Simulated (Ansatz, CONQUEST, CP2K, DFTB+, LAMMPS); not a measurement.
# Which run comes nearest? Glassy 40SiO2-28Al2O3-16Li2O-16SrO (mol %) (85 atoms)

Density of this cell: 2.64 g/cm³. The cell holds 85 atoms: 10 Si, 14 Al, 8 Li, 4 Sr and 49 O. Cell: a = 10.514 Å, b = 10.514 Å, c = 10.514 Å, α = 90.0°, β = 90.0°, γ = 90.0°. 85 atoms (10 Si, 14 Al, 8 Li, 4 Sr, 49 O) placed at random at 2.64 g/cm³, melted at 4000 K for 10 ps at fixed volume with the Morse and Coulomb pair potential with partial charges (Pedone, Malavasi, Menziani, Cormack and Segre, J. Phys. Chem. B 110, 11780 (2006)). Quenched from 4000 K to 300 K at 6 K/ps and fixed volume, held 5 ps, then minimised at fixed cell.

Geometry: as built.

The reference, a calculation:

| Property | Result |
| --- | --- |
| method | Kohn-Sham DFT, PBE, PAW, plane waves (Ansatz 0.2.0); cutoff 420 eV, Γ point, fermi-dirac smearing of 0.05 eV; PAW set soft_2 |
| r.m.s. force component | 0.677 eV/Å |
| longest force | 2.857 eV/Å |
| pressure | 1.598 GPa |
| gap (highest filled to lowest empty level) | 3.509 eV |
| SCF cycles | 9 |
| time | 24 s on 4 threads of Intel Xeon Platinum 8259CL at 2.50GHz (Skylake/Cascade Lake), shared host |
| CPU time | 68 s |

Q: Estimate the differences from the reference, the CPU time and the memory of each run.
- CP2K PBE, DZVP-MOLOPT-SR, 280/50 Ry, diagonalisation (CP2K 2026.2; 2 threads)
- CP2K PBE, DZVP-MOLOPT-SR, 800/50 Ry, OT DIIS (CP2K 2026.2; 2 threads)
- CP2K PBE, DZVP-MOLOPT-SR, 800/50 Ry, diagonalisation (CP2K 2026.2; 2 threads)
- CONQUEST PBE, grid 120 Ha (CONQUEST 1.3; 2 MPI ranks)

Differences are against the plane-wave reference, forces as r.m.s. over components; share is that over the reference's r.m.s. force, slope the least-squares factor from reference forces to these. Total energies of different programs have different zeros and aren't compared.

| run | Δ force, r.m.s. (meV/Å) | share (%) | slope | Δ pressure (GPa) | Δ gap (eV) | cores | CPU time | memory (GiB) |
| --- | --- | --- | --- | --- | --- | --- | --- | --- |
| reference | - | - | - | - | - | 4 | 68 s | 1.6 |
| CP2K PBE, DZVP-MOLOPT-SR, 280/50 Ry, diagonalisation (coarse) | 121 | 17.9 | 1.024 | 0.258 | -0.0977 | 2 | 7.3 min | 1.2 |
| CP2K PBE, DZVP-MOLOPT-SR, 800/50 Ry, OT DIIS | 68.5 | 10.1 | 1.019 | 0.0435 | -0.0876 | 2 | 22 min | 2.3 |
| CP2K PBE, DZVP-MOLOPT-SR, 800/50 Ry, diagonalisation | 68.5 | 10.1 | 1.019 | 0.0435 | -0.0877 | 2 | 12 min | 4.1 |
| CONQUEST PBE, grid 120 Ha | 151 | 22.3 | 1.177 | 2.14 | -0.0053 | 2 | 15 min | 8.9 |

Rows marked coarse were listed beforehand as settings not expected to be converged; some can still land near the reference.

CPU time is summed over cores on a shared host, where runs went side by side, so it is rough. Symmetry, cutoffs, thresholds, outputs and thread counts weren't matched or tuned between programs; memory under MPI is the largest rank's times the ranks.

The PBE runs in local orbitals, coarse settings apart, differ by 10 % (CP2K PBE, DZVP-MOLOPT-SR, 800/50 Ry, OT DIIS) to 22 % (CONQUEST PBE, grid 120 Ha); basis, grid and potentials can all enter. Runs with settings chosen to be coarse differ by 18 % (CP2K PBE, DZVP-MOLOPT-SR, 280/50 Ry, diagonalisation), their programs' other errors included. None of the electronic-structure runs in the table takes under half the reference's CPU time of 68 s; they take 6.4 to 19 times as much. CONQUEST PBE, grid 120 Ha stiffens the forces by a factor of 1.18 while following their directions (correlation 0.994). The network of bonds at the start is that of the classical potential that made the cell, and needn't be the one that DFT or experiment would give. The electronic-structure runs sample only Γ, in a cell whose shortest periodic width is 11 Å.

[Hosts, paths, dates, database ids (printed as entryN), source tags and the programs' standing remarks are cut or masked in the printed files.]
